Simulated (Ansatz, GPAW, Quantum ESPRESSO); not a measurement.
# SrLi2SnS4: valence-band photoemission, part 2 of 3

What would valence photoemission of SrLi2SnS4 look like, and what sets its shape?

Ansatz 0.2.0, Quantum ESPRESSO 7.5 and GPAW 26.7.0; DFT, PBE, plane-wave PAW, default files, scalar-relativistic (the session's first sound run).

So far. Step 2 (The base run): At this level the gap is 2.67 eV on the path.

**4. With LDA**

This step: DFT, LDA, plane-wave PAW, default files, scalar-relativistic (Ansatz 0.2.0).

The run is repeated with LDA on the same cell, to see how much the levels hang on the functional.

Contents of input.yaml:

```yaml
crystal:
  lattice:
    - [-3.3295, 3.3295, 3.959]
    - [3.3295, -3.3295, 3.959]
    - [3.3295, 3.3295, -3.959]
  atoms:
    - { symbol: Sn, position: [0.0, 0.0, 0.0] }
    - { symbol: Sr, position: [0.5, 0.5, 0.0] }
    - { symbol: S, position: [0.37794, 0.96474, 0.0] }
    - { symbol: S, position: [0.62206, 0.62206, 0.5868] }
    - { symbol: S, position: [0.96474, 0.37794, 0.0] }
    - { symbol: S, position: [0.03526, 0.03526, 0.4132] }
    - { symbol: Li, position: [0.75, 0.25, 0.5] }
    - { symbol: Li, position: [0.25, 0.75, 0.5] }
kpoints:
  mp_grid: { grid: [6, 6, 6] }
  band_path:
    path:
      - [[0.0, 0.0, 0.0], [0.0, 0.0, 0.5], [0.25, 0.25, 0.25], [0.0, 0.5, 0.0], [0.0, 0.0, 0.0], [0.5, 0.5, -0.5], [0.426818, 0.573182, -0.426818]]
      - [[-0.426818, 0.426818, 0.426818], [0.0, 0.0, 0.0]]
      - [[0.0, 0.0, 0.5], [-0.353636, 0.353636, 0.5]]
      - [[0.5, 0.5, -0.353636], [0.5, 0.5, -0.5]]
    npoints: 10
scf:
  occupations: { method: fermi_dirac, width: 0.02 }
  n_extra_bands: 20
hamiltonian:
  xc: lda
  pseudopotentials: { kind: paw }
output:
  forces: true
  stress: true
  dos:
    projected: true
    de: 0.05
    e_range: [-30, 12]
    nscf_kmesh: { grid: [10, 10, 10] }
  fatbands: true
```

The run is started by

```bash
$ ansatz run input.yaml --threads 4 --pin off --max-ram 12288MiB --backend cpu --events-out ev --progress --plain --runs-dir out
```

The job ended after 45 s (4 threads of Arm Neoverse V2, shared host; peak memory 0.78 GiB).

This step gave:

```yaml
free_energy: -13215.4306 eV
fermi_energy: 6.052 eV
pressure: -1.524 GPa
gap_on_the_k_mesh: 2.455 eV
share_of_occupied_states_in_no_projected_shell: 0.0107 of the occupied states in the window
gap_on_the_path: 2.455 eV
least_direct_gap_on_the_path: 2.455 eV
```

The electronic bands at the labelled points (eV, zero at the valence-band maximum; v1 is the highest filled band, c1 the lowest empty one):

| point | v4 | v3 | v2 | v1 | c1 | c2 | c3 | c4 |
| --- | --- | --- | --- | --- | --- | --- | --- | --- |
| Γ | -1.02 | -0.47 | -0.39 | -0.39 | 2.47 | 3.72 | 4.47 | 4.87 |
| halfway | -0.84 | -0.84 | -0.61 | -0.59 | 2.85 | 3.69 | 4.00 | 4.69 |
| X | -1.32 | -1.11 | -1.07 | -0.52 | 3.00 | 4.15 | 4.40 | 4.59 |
| halfway | -1.34 | -1.05 | -1.02 | -0.62 | 2.89 | 4.07 | 4.16 | 4.55 |
| P | -1.37 | -0.98 | -0.87 | -0.87 | 2.86 | 3.79 | 4.46 | 4.46 |
| halfway | -1.15 | -0.89 | -0.84 | -0.57 | 2.79 | 3.73 | 4.58 | 4.63 |
| N | -1.25 | -0.93 | -0.69 | -0.50 | 2.87 | 3.61 | 4.61 | 4.76 |
| halfway | -1.20 | -0.69 | -0.52 | -0.45 | 2.78 | 3.87 | 4.25 | 4.65 |
| Γ | -1.02 | -0.47 | -0.39 | -0.39 | 2.47 | 3.72 | 4.47 | 4.87 |
| halfway | -1.20 | -0.56 | -0.56 | -0.38 | 3.00 | 4.43 | 4.48 | 4.88 |
| M | -1.79 | -0.49 | -0.49 | 0.00 | 2.46 | 3.96 | 3.96 | 4.32 |
| halfway | -1.69 | -0.51 | -0.49 | -0.03 | 2.48 | 3.97 | 3.98 | 4.33 |
| S | -1.53 | -0.56 | -0.50 | -0.10 | 2.57 | 3.99 | 4.01 | 4.38 |
| jump to S0 | -1.53 | -0.56 | -0.50 | -0.10 | 2.57 | 3.99 | 4.01 | 4.38 |
| halfway | -0.90 | -0.69 | -0.67 | -0.50 | 2.68 | 3.89 | 4.16 | 4.18 |
| Γ | -1.02 | -0.47 | -0.39 | -0.39 | 2.47 | 3.72 | 4.47 | 4.87 |
| jump to X | -1.32 | -1.11 | -1.07 | -0.52 | 3.00 | 4.15 | 4.40 | 4.59 |
| halfway | -1.16 | -0.98 | -0.75 | -0.60 | 2.96 | 4.12 | 4.23 | 4.79 |
| R | -1.46 | -0.59 | -0.55 | -0.21 | 2.66 | 4.08 | 4.08 | 4.34 |
| jump to G | -1.46 | -0.59 | -0.55 | -0.21 | 2.66 | 4.08 | 4.08 | 4.34 |
| halfway | -1.64 | -0.52 | -0.51 | -0.06 | 2.51 | 3.98 | 3.99 | 4.34 |
| M | -1.79 | -0.49 | -0.49 | 0.00 | 2.46 | 3.96 | 3.96 | 4.32 |

Of the projections kept (Sn s, Sn p, Sr s, S s, S p, Li s, not projected), the largest for each band there; the rest of the weight can lie on other orbitals:

| point | v4 | v3 | v2 | v1 | c1 | c2 | c3 | c4 |
| --- | --- | --- | --- | --- | --- | --- | --- | --- |
| Γ | S p 0.93 | S p 0.97 | S p 0.97 | S p 0.97 | S p 0.29 | not projected 0.94 | Li s 0.32 | not projected 0.85 |
| X | S p 0.97 | S p 0.92 | S p 0.94 | S p 0.94 | S p 0.52 | Sn p 0.49 | not projected 0.64 | not projected 0.33 |
| P | S p 0.91 | S p 0.89 | S p 0.90 | S p 0.90 | S p 0.50 | not projected 0.34 | not projected 0.40 | not projected 0.40 |
| N | S p 0.95 | S p 0.93 | S p 0.94 | S p 0.96 | S p 0.51 | not projected 0.50 | not projected 0.34 | not projected 0.58 |
| Γ | S p 0.93 | S p 0.97 | S p 0.97 | S p 0.97 | S p 0.29 | not projected 0.94 | Li s 0.32 | not projected 0.85 |
| M | S p 0.91 | S p 0.97 | S p 0.97 | S p 0.99 | S p 0.39 | Sn p 0.56 | Sn p 0.56 | Sn p 0.49 |

The two runs compared:

| quantity | this run | base run | difference |
| --- | --- | --- | --- |
| gap on the path (eV) | 2.455 | 2.6725 | -0.217 |
| least direct gap on the path (eV) | 2.455 | 2.6725 | -0.217 |
| gap on the k-mesh (eV) | 2.4550 | 2.6725 | -0.218 |

The two runs differ clearly in the gap on the k-mesh: 2.45 eV against 2.67 eV.

At this level the gap is 2.46 eV on the path.

**5. Quantum ESPRESSO: self-consistent run**

This step: DFT, PBE, plane waves, ultrasoft GBRV pseudopotentials, scalar-relativistic (Quantum ESPRESSO 7.5).

The main run's cell is run in Quantum ESPRESSO, with other potentials, to see which digits hang on the program.

Contents of scf.in:

```
&control
  calculation = 'scf'
  prefix = 'pes'
  outdir = './tmp'
  pseudo_dir = './pp'
  tprnfor = .true.
  tstress = .true.
/
&system
  ibrav = 0
  nat = 8
  ntyp = 4
  ecutwfc = 40.0
  ecutrho = 200.0
  occupations = 'smearing'
  nbnd = 47
  smearing = 'fd'
  degauss = 0.00147
/
&electrons
  conv_thr = 4.8e-08
  mixing_beta = 0.5
  electron_maxstep = 120
/
ATOMIC_SPECIES
Sn 118.7100 sn_pbe_v1.4.uspp.F.UPF
Sr 87.6200 sr_pbe_v1.uspp.F.UPF
S 32.0600 s_pbe_v1.4.uspp.F.UPF
Li 6.9400 li_pbe_v1.4.uspp.F.UPF
CELL_PARAMETERS angstrom
 -3.329500000 3.329500000 3.959000000
 3.329500000 -3.329500000 3.959000000
 3.329500000 3.329500000 -3.959000000
ATOMIC_POSITIONS crystal
Sn 0.000000000 0.000000000 0.000000000
Sr 0.500000000 0.500000000 0.000000000
S 0.377940000 0.964740000 0.000000000
S 0.622060000 0.622060000 0.586800000
S 0.964740000 0.377940000 0.000000000
S 0.035260000 0.035260000 0.413200000
Li 0.750000000 0.250000000 0.500000000
Li 0.250000000 0.750000000 0.500000000
K_POINTS automatic
6 6 6 0 0 0
```

The run is started by

```bash
$ OMP_NUM_THREADS=1 mpirun -n 4 pw.x -nk 4 -in scf.in > scf.out
```

Elapsed: 41 s, on 4 MPI ranks.

This step gave:

- free energy: -4836.0758 eV
- Fermi energy: 7.132 eV
- pressure: 2.329 GPa
- gap on the k-mesh: 2.668 eV

At this level the gap is 2.67 eV on the k-mesh of the self-consistent run, which can miss the band edges.

**6. Quantum ESPRESSO: denser mesh**

The levels for the density of states are solved on the fixed potential, without another SCF cycle.

nscf.in, as its differences from scf.in of step 5:

```diff
@@ -1,3 +1,3 @@
 &control
-  calculation = 'scf'
+  calculation = 'nscf'
   prefix = 'pes'
@@ -5,4 +5,3 @@
   pseudo_dir = './pp'
-  tprnfor = .true.
-  tstress = .true.
+  verbosity = 'high'
 /
@@ -23,2 +22,3 @@
   electron_maxstep = 120
+  diago_full_acc = .true.
 /
@@ -43,2 +43,2 @@
 K_POINTS automatic
-6 6 6 0 0 0
+8 8 8 0 0 0
```

The run is started by

```bash
$ OMP_NUM_THREADS=1 mpirun -n 4 pw.x -nk 4 -in nscf.in > nscf.out
```

Wall time 1.7 min (4 MPI ranks).

Numbers from this step:

- Fermi energy: 5.534 eV

**7. Projected DOS and spectra**

projwfc.x splits the states by atom and shell, which the spectra need, since each shell has its own cross section.

Contents of projwfc.in:

```
&projwfc
  prefix = 'pes'
  outdir = './tmp'
  filpdos = 'pes'
  ngauss = 0
  degauss = 0.00735
  DeltaE = 0.05
  Emin = -24.47
  Emax = 17.53
/
```

The run is started by

```bash
$ OMP_NUM_THREADS=1 mpirun -n 4 projwfc.x -nk 4 -in projwfc.in > projwfc.out
```

The job ended after 2.5 s (4 MPI ranks).

This step gave:

- gap from the DOS mesh: 2.669 eV
- share of occupied states in no projected shell: 0.0023 of the occupied states in the window

The DOS has structure finer than the step of the table below, so its rows give means over 1 eV, whole bins alone (the curve runs from -22.8 to 9.44 eV). Peaks (eV: height): total -21.0: 37.4, -16.2: 25.6, -11.2: 16.3, -0.6: 12.1; S 3p -6.1: 2.94, -1.7: 7.48, -0.6: 11.0, 3.0: 2.95; S 3s -12.3: 3.23, -11.2: 11.9; Sn 5p -11.2: 1.16, -3.7: 1.21, 4.7: 1.18, 5.8: 1.41; Li 2p 7.7: 1.43, 8.2: 1.74, 8.5: 1.82, 8.8: 1.56.

Table of DOS by E, zero at the valence-band maximum; means over each step; 7 of 12 lines; values in states/eV/cell:

| E (eV) | total | S 3p | S 3s | Sn 5p | Li 2p | Sr 4d | Sn 5s |
| --- | --- | --- | --- | --- | --- | --- | --- |
| -22 | 0 | 0 | 0 | 0 | 0 | 0 | 0 |
| -21 | 10.0 | 0.0307 | 0.0282 | 0.00100 | 0.00254 | 0.00150 | 2.8e-6 |
| -20 | 4.1e-4 | 0 | 0 | 0 | 0 | 0 | 0 |
| -19 | 0 | 0 | 0 | 0 | 0 | 0 | 0 |
| -18 | 0 | 0 | 0 | 0 | 0 | 0 | 0 |
| -17 | 0 | 0 | 0 | 0 | 0 | 0 | 0 |
| -16 | 6.00 | 0.0475 | 0.0322 | 0.00585 | 0.0650 | 0.00163 | 0.00118 |
| -15 | 0 | 0 | 0 | 0 | 0 | 0 | 0 |
| -14 | 0 | 0 | 0 | 0 | 0 | 0 | 0 |
| -13 | 0.198 | 0.00512 | 0.108 | 5.0e-4 | 0.0112 | 0.00253 | 0.0269 |
| -12 | 1.91 | 0.0611 | 1.06 | 0.0124 | 0.203 | 0.0632 | 0.247 |
| -11 | 5.89 | 0.0228 | 4.30 | 0.420 | 0.428 | 0.248 | 0.0150 |
| -10 | 0 | 0 | 0 | 0 | 0 | 0 | 0 |
| -9 | 0 | 0 | 0 | 0 | 0 | 0 | 0 |
| -8 | 0 | 0 | 0 | 0 | 0 | 0 | 0 |
| -7 | 0 | 0 | 0 | 0 | 0 | 0 | 7.0e-6 |
| -6 | 2.00 | 0.808 | 0.339 | 0.00633 | 0.0404 | 0.0504 | 0.713 |
| -5 | 0 | 0 | 0 | 0 | 0 | 0 | 7.9e-6 |
| -4 | 1.52 | 0.941 | 0.0253 | 0.327 | 0.0840 | 0.0791 | 0.00531 |
| -3 | 4.10 | 2.72 | 0.105 | 0.659 | 0.187 | 0.141 | 0.0243 |
| -2 | 6.62 | 5.11 | 0.0752 | 0.324 | 0.437 | 0.244 | 0.0146 |
| -1 | 8.23 | 7.16 | 0.0731 | 0.108 | 0.296 | 0.334 | 0.0207 |
| 0 | 1.53 | 1.40 | 0.0104 | 0.0162 | 0.0526 | 0.0252 | 3.9e-4 |
| 1 | 0 | 0 | 0 | 0 | 0 | 0 | 0 |
| 2 | 2.4e-4 | 5.9e-5 | 1.4e-5 | 0 | 1.2e-5 | 2.9e-5 | 9.5e-5 |
| 3 | 2.00 | 0.792 | 0.148 | 0.0382 | 0.0872 | 0.162 | 0.588 |
| 4 | 2.98 | 0.330 | 0.235 | 0.517 | 0.440 | 0.947 | 0.0362 |
| 5 | 5.80 | 0.657 | 0.421 | 0.949 | 0.739 | 1.84 | 0.0489 |
| 6 | 6.54 | 0.799 | 0.287 | 0.964 | 0.710 | 2.10 | 0.0683 |
| 7 | 5.19 | 0.583 | 0.123 | 0.448 | 0.673 | 1.82 | 0.0192 |
| 8 | 5.89 | 0.573 | 0.150 | 0.228 | 1.30 | 0.800 | 0.0200 |

**8. Quantum ESPRESSO: bands**

The bands are solved at chosen points on the fixed potential.

bands.in, as its differences from nscf.in of step 6:

```diff
@@ -1,3 +1,3 @@
 &control
-  calculation = 'nscf'
+  calculation = 'bands'
   prefix = 'pes'
@@ -42,3 +42,12 @@
 Li 0.250000000 0.750000000 0.500000000
-K_POINTS automatic
-8 8 8 0 0 0
+K_POINTS crystal
+94
+ 0.00000000 0.00000000 0.00000000 1
+ 0.00000000 0.00000000 0.05000000 1
+ 0.00000000 0.00000000 0.10000000 1
+ 0.00000000 0.00000000 0.15000000 1
+ 0.00000000 0.00000000 0.20000000 1
+ 0.00000000 0.00000000 0.25000000 1
+ ! [... 86 more points ...]
+ 0.50000000 0.50000000 -0.48536360 1
+ 0.50000000 0.50000000 -0.50000000 1
```

The run is started by

```bash
$ OMP_NUM_THREADS=1 mpirun -n 4 pw.x -nk 4 -in bands.in > bands.out
```

It took 2.6 min on 4 MPI ranks.

Numbers from this step:

* gap on the path: 2.669 eV
* least direct gap on the path: 2.669 eV
* valence top on path: -2.00e-4 eV

The electronic bands at the labelled points (eV, zero at the valence-band maximum; v1 is the highest filled band, c1 the lowest empty one):

| point | v4 | v3 | v2 | v1 | c1 | c2 | c3 | c4 |
| --- | --- | --- | --- | --- | --- | --- | --- | --- |
| Γ | -0.97 | -0.46 | -0.38 | -0.38 | 2.70 | 3.93 | 4.67 | 5.07 |
| halfway | -0.82 | -0.81 | -0.59 | -0.56 | 3.02 | 3.91 | 4.24 | 4.88 |
| X | -1.29 | -1.08 | -1.04 | -0.51 | 3.17 | 4.33 | 4.65 | 4.80 |
| halfway | -1.30 | -1.02 | -0.99 | -0.61 | 3.07 | 4.29 | 4.36 | 4.79 |
| P | -1.33 | -0.95 | -0.85 | -0.85 | 3.05 | 4.02 | 4.67 | 4.67 |
| halfway | -1.12 | -0.87 | -0.82 | -0.56 | 2.97 | 3.95 | 4.80 | 4.84 |
| N | -1.22 | -0.90 | -0.66 | -0.48 | 3.04 | 3.82 | 4.84 | 4.99 |
| halfway | -1.15 | -0.67 | -0.50 | -0.43 | 2.97 | 4.08 | 4.48 | 4.86 |
| Γ | -0.97 | -0.46 | -0.38 | -0.38 | 2.70 | 3.93 | 4.67 | 5.07 |
| halfway | -1.16 | -0.54 | -0.54 | -0.36 | 3.17 | 4.65 | 4.70 | 5.07 |
| M | -1.74 | -0.48 | -0.48 | 0.00 | 2.67 | 4.17 | 4.17 | 4.50 |
| halfway | -1.65 | -0.49 | -0.48 | -0.03 | 2.70 | 4.17 | 4.18 | 4.51 |
| S | -1.49 | -0.54 | -0.49 | -0.10 | 2.77 | 4.20 | 4.21 | 4.56 |
| jump to S0 | -1.49 | -0.54 | -0.49 | -0.10 | 2.77 | 4.20 | 4.21 | 4.56 |
| halfway | -0.87 | -0.67 | -0.65 | -0.49 | 2.87 | 4.11 | 4.37 | 4.39 |
| Γ | -0.97 | -0.46 | -0.38 | -0.38 | 2.70 | 3.93 | 4.67 | 5.07 |
| jump to X | -1.29 | -1.08 | -1.04 | -0.51 | 3.17 | 4.33 | 4.65 | 4.80 |
| halfway | -1.13 | -0.95 | -0.73 | -0.59 | 3.13 | 4.33 | 4.41 | 5.01 |
| R | -1.42 | -0.57 | -0.53 | -0.20 | 2.86 | 4.28 | 4.28 | 4.54 |
| jump to G | -1.42 | -0.57 | -0.53 | -0.20 | 2.86 | 4.28 | 4.28 | 4.54 |
| halfway | -1.60 | -0.50 | -0.49 | -0.05 | 2.72 | 4.19 | 4.20 | 4.52 |
| M | -1.74 | -0.48 | -0.48 | 0.00 | 2.67 | 4.17 | 4.17 | 4.50 |

On this path the gap is direct, 2.67 eV, with the valence top at M and the conduction bottom at M.

**9. The same cell in GPAW**

This step: DFT, PBE, PAW datasets of GPAW, plane waves, scalar-relativistic (GPAW 26.7.0).

GPAW, with its own PAW datasets and plane waves, is a further check on the main run's cell.

Contents of run.py:

```python
import json
import numpy as np
from ase import Atoms
from ase.parallel import paropen
from gpaw import GPAW, PW, FermiDirac, Mixer, MixerDif, setup_paths

atoms = Atoms(['Sn', 'Sr', 'S', 'S', 'S', 'S', 'Li', 'Li'],
              cell=[[-3.3295, 3.3295, 3.959], [3.3295, -3.3295, 3.959], [3.3295, 3.3295, -3.959]],
              scaled_positions=[[0.0, 0.0, 0.0], [0.5, 0.5, 0.0], [0.37794, 0.96474, 0.0], [0.62206, 0.62206, 0.5868], [0.96474, 0.37794, 0.0], [0.03526, 0.03526, 0.4132], [0.75, 0.25, 0.5], [0.25, 0.75, 0.5]],
              pbc=(True, True, True))
params = dict(mode=PW(500),
              xc='PBE',
              kpts={'size': (6, 6, 6), 'gamma': True},
              occupations=FermiDirac(0.02),
              nbands=-20,
              maxiter=200,
              txt='gs.txt')
atoms.calc = calc = GPAW(**params)
atoms.get_potential_energy()
ef = calc.get_fermi_level()
nk, ns = len(calc.get_ibz_k_points()), calc.get_number_of_spins()
out = dict(free=atoms.get_potential_energy(force_consistent=True), ef=ef, nel=calc.get_number_of_electrons(), cell=atoms.cell[:], frac=atoms.get_scaled_positions(wrap=False),
           eig=[[calc.get_eigenvalues(k, s) for k in range(nk)] for s in range(ns)], forces=atoms.get_forces(apply_constraint=False))
dense = calc.fixed_density(kpts={'size': (8, 8, 8), 'gamma': True}, txt='dos.txt')
out['eig_dense'] = [[dense.get_eigenvalues(k, s) for k in range(len(dense.get_ibz_k_points()))] for s in range(ns)]
dos = dense.dos(shift_fermi_level=False)
e = ef + np.arange(-30, 12, 0.05)
out['e'], out['dos'] = e - ef, dos.raw_dos(e, width=0.1)
kpts = [[0.0, 0.0, 0.0], [0.0, 0.0, 0.05], [0.0, 0.0, 0.1], [0.0, 0.0, 0.15], ..., [0.5, 0.5, -0.5]]  # list cut here
bands = calc.fixed_density(kpts=kpts, symmetry='off', txt='bands.txt', convergence={'bands': -5})
out['band_e'] = [[bands.get_eigenvalues(k, s) for k in range(len(kpts))] for s in range(ns)]
with paropen('out.json', 'w') as f:
    json.dump(out, f, default=lambda a: a.tolist())
```

The run is started by

```bash
$ OMP_NUM_THREADS=1 mpirun -n 4 gpaw python run.py > run.log
```

It took 2.5 min on 4 MPI ranks; 10 min of CPU time.

Numbers from this step:

```
free energy                  : -35.77 eV
Fermi energy                 : 4.374 eV
gap on the path              : 2.682 eV
least direct gap on the path : 2.682 eV
valence top on path          : 0 eV
gap from the DOS mesh        : 2.682 eV
```

Electronic bands along the path, in eV, zero at the valence-band maximum; v1 is the highest filled band, c1 the lowest empty one:

| point | v4 | v3 | v2 | v1 | c1 | c2 | c3 | c4 |
| --- | --- | --- | --- | --- | --- | --- | --- | --- |
| Γ | -0.97 | -0.46 | -0.38 | -0.38 | 2.69 | 3.94 | 4.68 | 5.07 |
| halfway | -0.82 | -0.81 | -0.59 | -0.56 | 3.02 | 3.92 | 4.24 | 4.88 |
| X | -1.29 | -1.08 | -1.04 | -0.51 | 3.16 | 4.33 | 4.66 | 4.79 |
| halfway | -1.31 | -1.02 | -0.99 | -0.61 | 3.07 | 4.28 | 4.36 | 4.80 |
| P | -1.33 | -0.95 | -0.85 | -0.85 | 3.05 | 4.02 | 4.67 | 4.67 |
| halfway | -1.12 | -0.87 | -0.82 | -0.56 | 2.97 | 3.95 | 4.80 | 4.84 |
| N | -1.22 | -0.90 | -0.67 | -0.48 | 3.04 | 3.82 | 4.83 | 4.98 |
| halfway | -1.15 | -0.67 | -0.50 | -0.44 | 2.96 | 4.09 | 4.48 | 4.86 |
| Γ | -0.97 | -0.46 | -0.38 | -0.38 | 2.69 | 3.94 | 4.68 | 5.07 |
| halfway | -1.17 | -0.55 | -0.55 | -0.36 | 3.17 | 4.66 | 4.70 | 5.07 |
| M | -1.75 | -0.48 | -0.48 | 0.00 | 2.68 | 4.16 | 4.16 | 4.50 |
| halfway | -1.65 | -0.50 | -0.48 | -0.03 | 2.71 | 4.17 | 4.17 | 4.51 |
| S | -1.49 | -0.55 | -0.49 | -0.10 | 2.79 | 4.20 | 4.21 | 4.56 |
| jump to S0 | -1.49 | -0.55 | -0.49 | -0.10 | 2.79 | 4.20 | 4.21 | 4.56 |
| halfway | -0.87 | -0.67 | -0.65 | -0.49 | 2.87 | 4.12 | 4.37 | 4.39 |
| Γ | -0.97 | -0.46 | -0.38 | -0.38 | 2.69 | 3.94 | 4.68 | 5.07 |
| jump to X | -1.29 | -1.08 | -1.04 | -0.51 | 3.16 | 4.33 | 4.66 | 4.79 |
| halfway | -1.13 | -0.95 | -0.73 | -0.59 | 3.13 | 4.33 | 4.41 | 5.01 |
| R | -1.43 | -0.57 | -0.53 | -0.20 | 2.87 | 4.27 | 4.28 | 4.54 |
| jump to G | -1.43 | -0.57 | -0.53 | -0.20 | 2.87 | 4.27 | 4.28 | 4.54 |
| halfway | -1.60 | -0.50 | -0.49 | -0.05 | 2.74 | 4.19 | 4.19 | 4.51 |
| M | -1.75 | -0.48 | -0.48 | 0.00 | 2.68 | 4.16 | 4.16 | 4.50 |

The DOS has structure finer than the step of the table below, so its rows give means over 1 eV, whole bins alone (the curve runs from -22.2 to 7.97 eV). Peaks (eV: height): -20.9: 42.0, -16.1: 32.1, -11.1: 16.1, -6.0: 7.71, -0.5: 12.1, 3.0: 8.16, 6.3: 8.67.

DOS against E, zero at the valence-band maximum; means over each step:

| E (eV) | DOS (states/eV/cell) |
| --- | --- |
| -21 | 10.0 |
| -20 | 1.0e-4 |
| -19 | 0 |
| -18 | 0 |
| -17 | 0 |
| -16 | 6.00 |
| -15 | 0 |
| -14 | 0 |
| -13 | 0.195 |
| -12 | 1.92 |
| -11 | 5.89 |
| -10 | 0 |
| -9 | 0 |
| -8 | 0 |
| -7 | 0 |
| -6 | 2.00 |
| -5 | 0 |
| -4 | 1.54 |
| -3 | 4.09 |
| -2 | 6.63 |
| -1 | 8.23 |
| 0 | 1.51 |
| 1 | 0 |
| 2 | 1.8e-4 |
| 3 | 2.00 |
| 4 | 2.98 |
| 5 | 5.81 |
| 6 | 6.55 |
| 7 | 5.18 |

(Part 2 of 3 ends here.)

[Logs are printed without paths, hosts, clocks, repeated set-up lines and the standing remarks that a program may print on its own settings, such as how far it seeks lower states.]

[Hosts, paths, dates, database ids (printed as entryN), source tags and the programs' standing remarks are cut or masked in the printed files.]

[Maps of the electrostatic potential energy from Ansatz leave out the sawtooth potential of an applied field or a dipole correction, so their vacuum need not be flat; work functions include it.]

[Peak lists hold at most the 14 tallest peaks of each spectrum; further lines can be left out.]
